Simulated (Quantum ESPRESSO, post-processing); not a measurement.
# RuAl(110), stepped through the number of layers, part 2 of 2

Aim: how the results for RuAl(110) change with the number of layers.

Quantum ESPRESSO 7.5; plane-wave DFT, PBE, GBRV ultrasoft pseudopotentials.

So far. Step 7 (SCF with pw.x, 4 layers): Inside the slab this potential holds the local part of the pseudopotentials, which can be repulsive at the nuclei; only its value in the vacuum has a meaning of its own. Step 8 (Relaxation with pw.x, 8 layers):  On the free atoms the largest force ends at 0.015 eV/Å.

The structure was built from a prototype and need not be the compound's stable phase.

## (9) SCF with pw.x, 8 layers

m5.esm.in

```
&control
  prefix = 'm5.esm'
  outdir = './out'
  pseudo_dir = './pseudo'
  calculation = 'scf'
  tprnfor = .true.
/
&system
  ibrav = 0
  nat = 16
  ntyp = 2
  ecutwfc = 40
  ecutrho = 200
  occupations = 'smearing'
  smearing = 'mv'
  degauss = 0.02
  assume_isolated = 'esm'
  esm_bc = 'bc1'
/
&electrons
  conv_thr = 1e-08
  mixing_beta = 0.25
  electron_maxstep = 160
  mixing_mode = 'local-TF'
  mixing_ndim = 12
/
ATOMIC_SPECIES
  Ru  101.0700  ru_pbe_v1.2.uspp.F.UPF
  Al  26.9815  al_pbe_v1.uspp.F.UPF
CELL_PARAMETERS angstrom
  3.00399312500000 0.00000000000000 0.00000000000000
  0.00000000000000 4.24681442200000 0.00000000000000
  0.00000000000000 0.00000000000000 30.93315496522490
ATOMIC_POSITIONS crystal
  Ru  0.000000000000 0.000000000000 -0.239191290800
  Al  0.500000000000 0.500000000000 -0.239587287600
  Ru  0.000000000000 0.500000000000 -0.171089715600
  Al  0.500000000000 0.000000000000 -0.171190687600
  Ru  0.000000000000 0.000000000000 -0.102967538200
  Al  0.500000000000 0.500000000000 -0.102967538200
  Ru  0.000000000000 0.500000000000 -0.034322512700
  Al  0.500000000000 0.000000000000 -0.034322512700
  Ru  0.000000000000 0.000000000000 0.034322512700
  Al  0.500000000000 0.500000000000 0.034322512700
  Ru  0.000000000000 0.500000000000 0.102967538200
  Al  0.500000000000 0.000000000000 0.102967538200
  Ru  0.000000000000 0.000000000000 0.171089715600
  Al  0.500000000000 0.500000000000 0.171190687600
  Ru  0.000000000000 0.500000000000 0.239191290800
  Al  0.500000000000 0.000000000000 0.239587287600
K_POINTS automatic
  12 8 1 0 0 0
```

Command:

```bash
OMP_NUM_THREADS=1 mpirun -n 8 pw.x -nk 4 -in m5.esm.in > m5.esm.out
```

It took 7 min on 8 MPI ranks of Arm Neoverse V2, shared host; peak memory 1.8 GiB.

This step gave:

| Quantity | Value |
| --- | --- |
| Fermi energy | -4.725 eV |
| vacuum line at the lower end of the cell, over the Fermi level | 4.725 eV |
| vacuum line at the upper end of the cell, over the Fermi level | 4.725 eV |

Inside the slab this potential holds the local part of the pseudopotentials, which can be repulsive at the nuclei; only its value in the vacuum has a meaning of its own.

## (10) Relaxation with pw.x, 9 layers

System of this step: RuAl(110), 9 layers. The cell holds 18 atoms: 9 Ru and 9 Al. Its edges and angles: a = 3.004 Å, b = 4.247 Å, c = 33.057 Å, α = 90.0°, β = 90.0°, γ = 90.0°. It derives from RuAl. Vacuum lies along c.

m6.relax.in

```
&control
  prefix = 'm6.relax'
  outdir = './out'
  pseudo_dir = './pseudo'
  nstep = 40
  forc_conv_thr = 0.001
  calculation = 'relax'
/
&system
  ibrav = 0
  nat = 18
  ntyp = 2
  ecutwfc = 40
  ecutrho = 200
  occupations = 'smearing'
  smearing = 'mv'
  degauss = 0.02
/
&electrons
  conv_thr = 1e-08
  mixing_beta = 0.4
  electron_maxstep = 120
  mixing_mode = 'local-TF'
/
&ions
/
ATOMIC_SPECIES
  Ru  101.0700  ru_pbe_v1.2.uspp.F.UPF
  Al  26.9815  al_pbe_v1.uspp.F.UPF
CELL_PARAMETERS angstrom
  3.00399312500000 0.00000000000000 0.00000000000000
  0.00000000000000 4.24681442200000 0.00000000000000
  0.00000000000000 0.00000000000000 33.05656217622490
ATOMIC_POSITIONS crystal
  Ru  0.000000000000 0.000000000000 0.243057708218
  Al  0.500000000000 0.500000000000 0.243057708218
  Ru  0.000000000000 0.500000000000 0.307293281163
  Al  0.500000000000 0.000000000000 0.307293281163
  Ru  0.000000000000 0.000000000000 0.371528854109 0 0 0
  Al  0.500000000000 0.500000000000 0.371528854109 0 0 0
  Ru  0.000000000000 0.500000000000 0.435764427054 0 0 0
  Al  0.500000000000 0.000000000000 0.435764427054 0 0 0
  Ru  0.000000000000 0.000000000000 0.500000000000 0 0 0
  Al  0.500000000000 0.500000000000 0.500000000000 0 0 0
  Ru  0.000000000000 0.500000000000 0.564235572946 0 0 0
  Al  0.500000000000 0.000000000000 0.564235572946 0 0 0
  Ru  0.000000000000 0.000000000000 0.628471145891 0 0 0
  Al  0.500000000000 0.500000000000 0.628471145891 0 0 0
  Ru  0.000000000000 0.500000000000 0.692706718837
  Al  0.500000000000 0.000000000000 0.692706718837
  Ru  0.000000000000 0.000000000000 0.756942291782
  Al  0.500000000000 0.500000000000 0.756942291782
K_POINTS automatic
  12 8 1 0 0 0
```

Command:

```bash
OMP_NUM_THREADS=1 mpirun -n 8 pw.x -nk 4 -in m6.relax.in > m6.relax.out
```

It took 26 min on 8 MPI ranks; peak memory 2 GiB.

The steps of the relaxation:

| step | energy less that of the first step (eV) | largest force (eV/Å) |
| --- | --- | --- |
| 1 | 0.0000 | 0.1458 |
| 2 | -0.0009 | 0.1232 |
| 3 | -0.0018 | 0.0977 |
| 4 | -0.0029 | 0.0636 |
| 5 | -0.0039 | 0.0512 |
| 6 | -0.0046 | 0.0701 |
| 7 | -0.0049 | 0.0644 |
| 8 | -0.0054 | 0.0427 |
| 9 | -0.0057 | 0.0145 |

The atoms that moved most (Å):

| atom | dx | dy | dz | length |
| --- | --- | --- | --- | --- |
| Ru17 | 0.000 | 0.000 | -0.034 | 0.034 |
| Ru1 | 0.000 | 0.000 | 0.034 | 0.034 |
| Al18 | 0.000 | 0.000 | -0.022 | 0.022 |
| Al2 | 0.000 | 0.000 | 0.022 | 0.022 |
| Ru15 | 0.000 | 0.000 | -0.017 | 0.017 |
| Ru3 | 0.000 | 0.000 | 0.017 | 0.017 |
| Al16 | 0.000 | 0.000 | -0.012 | 0.012 |
| Al4 | 0.000 | 0.000 | 0.012 | 0.012 |

 On the free atoms the largest force ends at 0.015 eV/Å.

Read from the output:

| Quantity | Value |
| --- | --- |
| free energy | -24616.3384 eV |
| Fermi energy | 7.315 eV |

## (11) Ground state, 9 layers

m6.esm.in

```
&control
  prefix = 'm6.esm'
  outdir = './out'
  pseudo_dir = './pseudo'
  calculation = 'scf'
  tprnfor = .true.
/
&system
  ibrav = 0
  nat = 18
  ntyp = 2
  ecutwfc = 40
  ecutrho = 200
  occupations = 'smearing'
  smearing = 'mv'
  degauss = 0.02
  assume_isolated = 'esm'
  esm_bc = 'bc1'
/
&electrons
  conv_thr = 1e-08
  mixing_beta = 0.25
  electron_maxstep = 160
  mixing_mode = 'local-TF'
  mixing_ndim = 12
/
ATOMIC_SPECIES
  Ru  101.0700  ru_pbe_v1.2.uspp.F.UPF
  Al  26.9815  al_pbe_v1.uspp.F.UPF
CELL_PARAMETERS angstrom
  3.00399312500000 0.00000000000000 0.00000000000000
  0.00000000000000 4.24681442200000 0.00000000000000
  0.00000000000000 0.00000000000000 33.05656217622490
ATOMIC_POSITIONS crystal
  Ru  0.000000000000 0.000000000000 -0.255909362300
  Al  0.500000000000 0.500000000000 -0.256282381000
  Ru  0.000000000000 0.500000000000 -0.192188460700
  Al  0.500000000000 0.000000000000 -0.192352941800
  Ru  0.000000000000 0.000000000000 -0.128471145900
  Al  0.500000000000 0.500000000000 -0.128471145900
  Ru  0.000000000000 0.500000000000 -0.064235572900
  Al  0.500000000000 0.000000000000 -0.064235572900
  Ru  0.000000000000 0.000000000000 0.000000000000
  Al  0.500000000000 0.500000000000 0.000000000000
  Ru  0.000000000000 0.500000000000 0.064235572900
  Al  0.500000000000 0.000000000000 0.064235572900
  Ru  0.000000000000 0.000000000000 0.128471145900
  Al  0.500000000000 0.500000000000 0.128471145900
  Ru  0.000000000000 0.500000000000 0.192188460700
  Al  0.500000000000 0.000000000000 0.192352941800
  Ru  0.000000000000 0.000000000000 0.255909362300
  Al  0.500000000000 0.500000000000 0.256282381000
K_POINTS automatic
  12 8 1 0 0 0
```

Command:

```bash
OMP_NUM_THREADS=1 mpirun -n 8 pw.x -nk 4 -in m6.esm.in > m6.esm.out
```

Elapsed: 11 min, on 8 MPI ranks; peak memory 2 GiB.

This step gave:

- Fermi energy: -4.718 eV
- vacuum line at the lower end of the cell, over the Fermi level: 4.718 eV
- vacuum line at the upper end of the cell, over the Fermi level: 4.718 eV

Inside the slab this potential holds the local part of the pseudopotentials, which can be repulsive at the nuclei; only its value in the vacuum has a meaning of its own.

## (12) The series side by side

The series in one table:

| the number of layers | energy (eV) | work function (eV) |
| --- | --- | --- |
| 3 layers | -8203.1053 | 4.72 |
| 4 layers | -10938.6572 | 4.698 |
| 5 layers | -13674.1538 | 4.728 |
| 6 layers | -16409.6956 | 4.717 |
| 7 layers | -19145.2620 | 4.72 |
| 8 layers | -21880.7903 | 4.725 |
| 9 layers | -24616.3384 | 4.718 |

## (13) Worked from the printed numbers

γ = intercept/(2A) = 3.5238 eV / (2 × 12.757 Å²) × 16.02 = 2.21 J/m².

## (14) Summary of results

| Item | Value |
| --- | --- |
| surface energy from the intercept | 2.21 J/m² |
| work function at 9 layers | 4.72 eV |

The series holds 7 members; surface energy from the intercept: 2.21 J/m²; work function at 9 layers: 4.72 eV (PBE, GBRV ultrasoft). A line through the energies of all but the thinnest slab has a slope of -2735.5395 eV a layer and leaves residuals that spread over 43 meV, worth 0.03 J/m². The work function spans 4.70 to 4.73 eV and over the last three members 0.01 eV. Unreconstructed faces. One mesh, so part of the swing with thickness is sampling.

[Logs are printed without paths, hosts, clocks, repeated set-up lines and the standing remarks that a program may print on its own settings, such as how far it seeks lower states.]

[Hosts, paths, dates, database ids (printed as entryN), source tags and the programs' standing remarks are cut or masked in the printed files.]

[Maps of the electrostatic potential energy from Ansatz leave out the sawtooth potential of an applied field or a dipole correction, so their vacuum need not be flat; planar profiles and work functions include it.]
